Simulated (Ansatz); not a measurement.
## CaO (Fm-3m):Lu_Ca, thermodynamic levels from a 54-atom cell

Aim: at which Fermi levels does Lu_Ca in CaO (Fm-3m) change its charge? The model is a cell of 54 host atoms with 1 Ca taken out and 1 Lu put in.

Calculated with Ansatz 0.2.0; place-levels on r2SCAN runs: charge-transition levels and formation energies with image-charge correction and potential alignment at the atomic sites; PAW set soft_1.

### 1. Set-up

The cell holds 54 atoms: 26 Ca, 27 O and 1 Lu. Cell: a = 10.173 Å, b = 10.173 Å, c = 10.173 Å, α = 60.0°, β = 60.0°, γ = 60.0°. It derives from CaO (space group Fm-3m). Nearest the centre at fractional (0.667, 0.667, 0.333): Lu51 at 0.00 Å, O28 at 2.40 Å, O44 at 2.40 Å, O32 at 2.40 Å, O34 at 2.40 Å, O46 at 2.40 Å, O50 at 2.40 Å, Ca21 at 3.39 Å.

Structure file:

```xyz
54
Lattice="0.0000 7.1931 7.1931 7.1931 0.0000 7.1931 7.1931 7.1931 0.0000" Properties=species:S:1:pos:R:3 pbc="T T T"
Ca    0.0000    0.0000    0.0000
O     2.3977    2.3977    2.3977
Ca    2.3977    2.3977    0.0000
O     4.7954    4.7954    2.3977
Ca    4.7954    4.7954    0.0000
O     7.1931    7.1931    2.3977
Ca    2.3977    0.0000    2.3977
O     4.7954    2.3977    4.7954
Ca    4.7954    2.3977    2.3977
O     7.1931    4.7954    4.7954
Ca    7.1931    4.7954    2.3977
O     9.5908    7.1931    4.7954
Ca    4.7954    0.0000    4.7954
O     7.1931    2.3977    7.1931
Ca    7.1931    2.3977    4.7954
O     9.5908    4.7954    7.1931
Ca    9.5908    4.7954    4.7954
O    11.9885    7.1931    7.1931
Ca    0.0000    2.3977    2.3977
O     2.3977    4.7954    4.7954
Ca    2.3977    4.7954    2.3977
O     4.7954    7.1931    4.7954
Ca    4.7954    7.1931    2.3977
O     7.1931    9.5908    4.7954
Ca    2.3977    2.3977    4.7954
O     4.7954    4.7954    7.1931
Ca    4.7954    4.7954    4.7954
O     7.1931    7.1931    7.1931
Ca    7.1931    7.1931    4.7954
O     9.5908    9.5908    7.1931
Ca    4.7954    2.3977    7.1931
O     7.1931    4.7954    9.5908
Ca    7.1931    4.7954    7.1931
O     9.5908    7.1931    9.5908
Ca    9.5908    7.1931    7.1931
O    11.9885    9.5908    9.5908
Ca    0.0000    4.7954    4.7954
O     2.3977    7.1931    7.1931
Ca    2.3977    7.1931    4.7954
O     4.7954    9.5908    7.1931
Ca    4.7954    9.5908    4.7954
O     7.1931   11.9885    7.1931
Ca    2.3977    4.7954    7.1931
O     4.7954    7.1931    9.5908
Ca    4.7954    7.1931    7.1931
O     7.1931    9.5908    9.5908
Ca    7.1931    9.5908    7.1931
O     9.5908   11.9885    9.5908
Ca    4.7954    4.7954    9.5908
O     7.1931    7.1931   11.9885
Lu    7.1931    7.1931    9.5908
O     9.5908    9.5908   11.9885
Ca    9.5908    9.5908    9.5908
O    11.9885   11.9885   11.9885
```

Screening for the image-charge correction: ε∞ = 3.85, ε0 = 16.67, computed on the host (DFPT, PBEsol, on the r2SCAN cell), and a cell off the functional's own equilibrium shifts the ionic part.

The cell's shortest repeat is 10.2 Å.

### 2. Charge states

A transition level is the Fermi level at which two charge states cost the same, so each charge needs its own total energy, at its own relaxed structure.

Random displacements of about 0.05 Å break the site symmetry at the start, so that the relaxation can reach a distorted minimum if there is one. Forces are taken at one point at (¼, ¼, ¼). The cell holds 1 electron fewer than the neutral one, with a uniform background that keeps it neutral on the whole.

The sampling was tested on the host first: at the k-points planned (1x1x1 shifted 0.25 0.25 0.25) its energy lies 0.005 eV an atom from the dense-mesh value, under the bound of 0.02 eV set for this test; that bounds the host's error, not the defect's.

One state's input; the others differ in charge, spin, start and seed, and in occupations where the table says so.

File qp1.relax/input.yaml:

```yaml
crystal:
  lattice:
    - [0.0, 2.39769239, 2.39769239]
    - [2.39769239, 0.0, 2.39769239]
    - [2.39769239, 2.39769239, 0.0]
  atoms:
    - { symbol: Ca, position: [0.0, 0.0, 0.0] }
    - { symbol: O, position: [0.5, 0.5, 0.5] }
  supercell: [3, 3, 3]
  defects: [{ substitution: { at: 50, symbol: Lu } }]
total_charge: 1
basis:
  ecutwfc: 500
  xc_grid: 2
hamiltonian:
  xc: r2scan
  pseudopotentials: { kind: paw, azcp: { folder: soft_1 } }
kpoints:
  mp_grid: { grid: [1, 1, 1], shift: [0.25, 0.25, 0.25] }
scf:
  occupations: { method: fixed }
  max_iter: 80
output:
  forces: true
  charged_corrections: { epsilon: 3.85, static_epsilon: 16.67 }
relax:
  f_tol: 0.02
  max_steps: 80
  random_displacement: { amplitude: 0.05, seed: 9826 }
checkpoint:
  write: "../qp1.relax.run"
  compress: false
  write_wavefunctions: true
  write_every: 100000
```

Started as:

```sh
$ ansatz run input.yaml --threads 4 --pin off --max-ram 7536MiB --backend cpu --events-out ev --progress --plain --runs-dir out
```

The relaxed structure is kept and the sampling changed to a 2×2×2 shifted mesh.

The run of this state that the levels use, under r2SCAN:

File qp1.point/input.yaml:

```yaml
crystal:
  checkpoint: "../qp1.relax.run"
  host: checkpoint
total_charge: 1
basis:
  ecutwfc: 500
  xc_grid: 2
hamiltonian:
  xc: r2scan
  pseudopotentials: { kind: paw, azcp: { folder: soft_1 } }
kpoints:
  mp_grid: { grid: [2, 2, 2], shift: [0.5, 0.5, 0.5] }
scf:
  occupations: { method: fermi_dirac, width: 0.01 }
  max_iter: 80
output:
  forces: true
  eigenvalues: true
  charged_corrections:
    epsilon: 3.85
    static_epsilon: 16.67
    defect_position: [0.666667, 0.666667, 0.333333]
  eigenstates: { localisation: true }
  populations: true
  band_densities: [{ bands: [v1, v1] }, { bands: [c1, c1] }]
  write_density: true
  write_potential: true
  volumetric_format: npy
  elf: true
checkpoint:
  read: "../qp1.relax.run"
  write: "../qp1.point.run"
  compress: false
  write_wavefunctions: false
  write_every: 100000
```

Relaxations under r2SCAN at one point at (¼, ¼, ¼); times on 4 threads of Intel Xeon Platinum 8259CL at 2.50GHz (Skylake/Cascade Lake), shared host:

```tsv
charge	moment (μB)	occupations	outcome	steps	largest displacement against the far atoms (Å)	time
0	1	fixed	converged	8	0.12	6.4 min
+1	0	fixed	converged	5	0.12	1.9 min
```

Single points under r2SCAN at a 2×2×2 shifted mesh; times on 4 threads of Intel Xeon Platinum 8259CL at 2.50GHz (Skylake/Cascade Lake), shared host:

```tsv
charge	moment (μB)	occupations	outcome	time
0	1	fermi-dirac	converged	4.8 min
+1	0	fermi-dirac	converged	2.2 min
```

Distances (Å) from Lu51 to the nearest atoms after relaxation with r2SCAN:

```tsv
charge	moment (μB)	1.	2.	3.	4.	5.	6.
0	1	O 2.28	O 2.28	O 2.28	O 2.28	O 2.28	O 2.28
+1	0	O 2.28	O 2.28	O 2.28	O 2.28	O 2.28	O 2.28
```

### 3. Placing the levels, r2SCAN

A charged cell interacts with its images and the background, and its potential has another zero than the host's. place-levels removes the first by a point-charge model, screened by the static dielectric constant since the ions have relaxed around the charge, and the second by comparing potentials at atoms far from the defect.

The host is a run of the defect-free crystal in the same cutoffs, grids and k-points, so that basis and sampling errors cancel in part in the differences. The host is run in a cell of 2 atoms on a matching mesh. Its band edges are searched through the zone by a band path, so the gap is smaller than, or equal to, that on the mesh. Chemical potentials are energies per atom of Ca (fcc) and Lu (hcp), run with the same functional and cutoff.

File levels.point.yaml:

```yaml
host:
  run: host.point.run
states: [q0_M1.point.run, qp1.point.run]
geometry_from:
  q0_M1.point.run: q0_M1.relax.run
  qp1.point.run: qp1.relax.run
chemical_potentials:
  Ca:
    energy: -1821.671293
    dataset: <sha256 of the dataset>
  Lu:
    energy: -14744.268682
    dataset: "<sha256 of the dataset>"
epsilon: 3.85
static_epsilon: 16.67
vertical:
  - { from: qp1.point.run, to: qp1.point_neutral.run }
```

Started as:

```sh
$ ansatz place-levels levels.point.yaml -- --threads 4 --pin off --max-ram 7536MiB
```

Numbers of over 12 decimals in the logs are rounded to 6 here.

The program printed:

```text
[... repeated set-up lines and file paths are left out, and long positions are rounded to six places ...]
(+1/0) 4.228 eV above the valence edge (+4.294 eV without the band-filling correction), in the conduction band
formation energy of charge +1: -3.717 eV with the Fermi level at the valence edge
formation energy of charge 0: +0.511 eV with the Fermi level at the valence edge
vertical +1 to 0: no energy, since no alignment is typed
  the change from vertical[0].from (qp1.point.run) to vertical[0].to (qp1.point_neutral.run): by its potential at epsilon 3.85 it is spread over the cell along a vector, with an rms radius of about 6.9 Å (4.0 4.0 4.0 Å across the planes of the cell's [...]
  edges by r2scan, gap 4.197 eV; the host is sampled to repeats of 20.35 Å
  the defect's cells are sampled to repeats of 20.35 Å, like sampling
  charge +1: -77574.2818 eV with its correction of +0.389 eV, at epsilon 16.67, aligned at sites: +0.2510 eV, mean over 21 atomic sites at or beyond 5.09 Å from the defect at [0.6667, 0.6667, 0.3333], with +0.000000 for the charge's moments and without [...]
  charge 0: +0.000 eV for its dipole among its images, +0.000 omitted
  states[0] (q0_M1.point.run): levels filled in part (TS 0.003 eV): its energy is of no whole electron's
  of states[1] (qp1.point.run): how wide its charge is, is not read beside other atoms or cores, and a band state would take no correction. [...]
  of states[0] (q0_M1.point.run): a band-filling correction moves a carrier to the host's band edge, which changes its energy by -0.067 eV; [...]
  of vertical[0].from (qp1.point.run): it parts from the run at its places by a charge that spreads by about 4 Å along one vector (1.4 Å or more is wide), by its potential at epsilon 3.85, taken for that of held ions (one typed too small widens it), where the [...]
  vertical[0].to (qp1.point_neutral.run): levels filled in part (TS 0.004 eV): its energy is of no whole electron's
  of vertical[0].to (qp1.point_neutral.run): its moments are held at its close (magnetization.spin_locking), by a field of 0.093 eV a Bohr magneton, and its energy and levels are of the state that this holds: a run that lets them go can end lower; [...]
```

Elapsed: 0.31 s, on 4 threads of Intel Xeon Platinum 8259CL at 2.50GHz (Skylake/Cascade Lake), shared host.

Levels between the charges placed, in eV above the valence top:

```tsv
	gap (eV)	(+1/0)
r2SCAN	4.20	4.23
```

Corrections by state:

```tsv
charge	moment (μB)	image terms and alignment (eV)	band filling (eV)	ε used	over the lowest of its charge, as the program ranks them, band filling apart (eV)
+1	0.0	0.389	-	16.67	0.000
0	1.0	0.000	-0.067	-	0.000
```

The charged structures listed were also run neutral, and place-levels reads from each pair, by the potential or the spins, how wide the charge is by which they differ; that can be the carrier of either run.

```tsv
charge	rms radius (Å)	spread where it is widest against the cell (Å)	wide from (Å)	reading
+1	6.9	4.01	1.44	wide
```

The neutral runs of these pairs need not share the spin of the lowest neutral state, and very wide values only mean spread over the cell.

From the program's caveats on the states, each cut to its opening words:

- charge +1: how wide its charge is, is not read beside other atoms or cores, and a band state would take no correction
- charge +1, 0 (1 μB): its alignment with the host at atomic sites is doubtful: the cell is too small to show whether the defect's potential has decayed: take a larger one
- charge 0 (1 μB): a band-filling correction moves a carrier to the host's band edge, which changes its energy by -0.067 eV
- charge 0 (1 μB): its moments are held at its close (magnetization.spin_locking), by a field of 0.090 eV a Bohr magneton, and its energy and levels are of the state that this [...]
- charge 0 (1 μB): flagged: stability check not made

The host's formation energy from the elements is -3.216 eV per atom; it sets how far the chemical potentials can move.

Formation energies (eV), Ca-rich (Δμ(Ca) = 0.00 eV, Δμ(O) = -6.43 eV, Δμ(Lu) = 0.00 eV):

```tsv
charge	Fermi level at the valence top	at the conduction bottom
+1	-3.72	0.48
0	0.51	0.51
```

Formation energies (eV), O-rich (Δμ(O) = 0.00 eV, Δμ(Ca) = -6.43 eV, Δμ(Lu) = 0.00 eV):

```tsv
charge	Fermi level at the valence top	at the conduction bottom
+1	-10.15	-5.95
0	-5.92	-5.92
```

### 4. Effect of the sampling

The relaxations' own energies give the levels at their sampling, for comparison.

File levels.relax_mesh.yaml:

```yaml
host:
  run: host.relax.run
states: [q0_M1.relax.run, qp1.relax.run]
chemical_potentials:
  Ca:
    energy: -1821.671293
    dataset: <sha256 of the dataset>
  Lu:
    energy: -14744.268682
    dataset: "<sha256 of the dataset>"
```

Started as:

```sh
$ ansatz place-levels levels.relax_mesh.yaml -- --threads 4 --pin off --max-ram 7536MiB
```

The program printed:

```text
[...]
formation energy of charge +1: -3.702 eV with the Fermi level at the valence edge
formation energy of charge 0: +0.521 eV with the Fermi level at the valence edge
  edges by r2scan, gap 4.183 eV; the host is sampled to repeats of 10.17 Å
[... the lines on each state left out ...]
```

Wall time 0.15 s (4 threads).

Levels between neighbouring charges, in eV above the valence top:

```tsv
	gap (eV)	(+1/0)
one point at (¼, ¼, ¼)	4.18	4.22
a 2×2×2 shifted mesh	4.20	4.23
```

Going from one point at (¼, ¼, ¼) to a 2×2×2 shifted mesh moves formation energies against the elements by up to 0.01 eV; band-filling terms, which differ between samplings, are in these energies.

### 5. Outcome

* gap of the host: 4.20 eV (r2SCAN)
* level (plus 1/0): 4.23 eV above the valence top, past the conduction bottom (4.29 eV above the valence top without the band-filling term)
* lowest of the charges placed, just above the valence top (0.02 eV): +1
* lowest of the charges placed, just below the conduction bottom (0.02 eV): +1
* lowest formation energy at mid-gap of the charges run, Ca-rich: -1.62 eV
* lowest formation energy at mid-gap of the charges run, O-rich: -8.05 eV

Of the charges placed (0 and +1), +1 is the lowest from 0.02 eV above the valence top to 0.02 eV below the conduction bottom, a gap of 4.20 eV. Charges above +1 and below 0 were not placed, so these runs say nothing of levels that involve them. States placed: +1 at 0 μB; 0 at 1 μB. Other spin states or structures, where not listed, weren't placed. The program finds carriers beyond a band edge of the host and adds a band-filling term at charge 0 (-0.07 eV); steps to such a charge show no bound level, and a defect level inside a band would be read the same way. Lu is taken at its element; compounds, which aren't counted here, bound the chemical potentials and would shift these formation energies. The lowest formation energy (O-rich) is negative across the gap, so the defect would form by itself: these chemical potentials lie beyond what competing compounds allow, or the host is unstable against it. Going from one point at (¼, ¼, ¼) to a 2×2×2 shifted mesh moves formation energies against the elements by up to 0.01 eV; band-filling terms, which differ between samplings, are in these energies. The program doubts the alignment of potentials for at least one state, a sign that the cell is small. Limits: r2SCAN makes the gap too small and tends to spread out bound carriers; where a gas molecule sets a chemical potential or the host's formation energy, its binding is uncorrected; spin–orbit coupling, which can matter with heavy atoms, is left out.

[Logs are printed without paths, hosts, clocks, repeated set-up lines and the standing remarks that a program may print on its own settings, such as how far it seeks lower states.]

[Hosts, paths, dates, database ids (printed as entryN), source tags and the programs' standing remarks are cut or masked in the printed files.]

[Where a table of states has a column of steps, it counts the stored structures, which are thinned; the runs took as many ionic steps or more.]

[A defect's name tells the site on which it was built; relaxed atoms can leave that site.]

[For some hosts the program warned that the k-mesh of the response run may be too coarse for force constants and the static dielectric constant; such warnings are not shown here.]
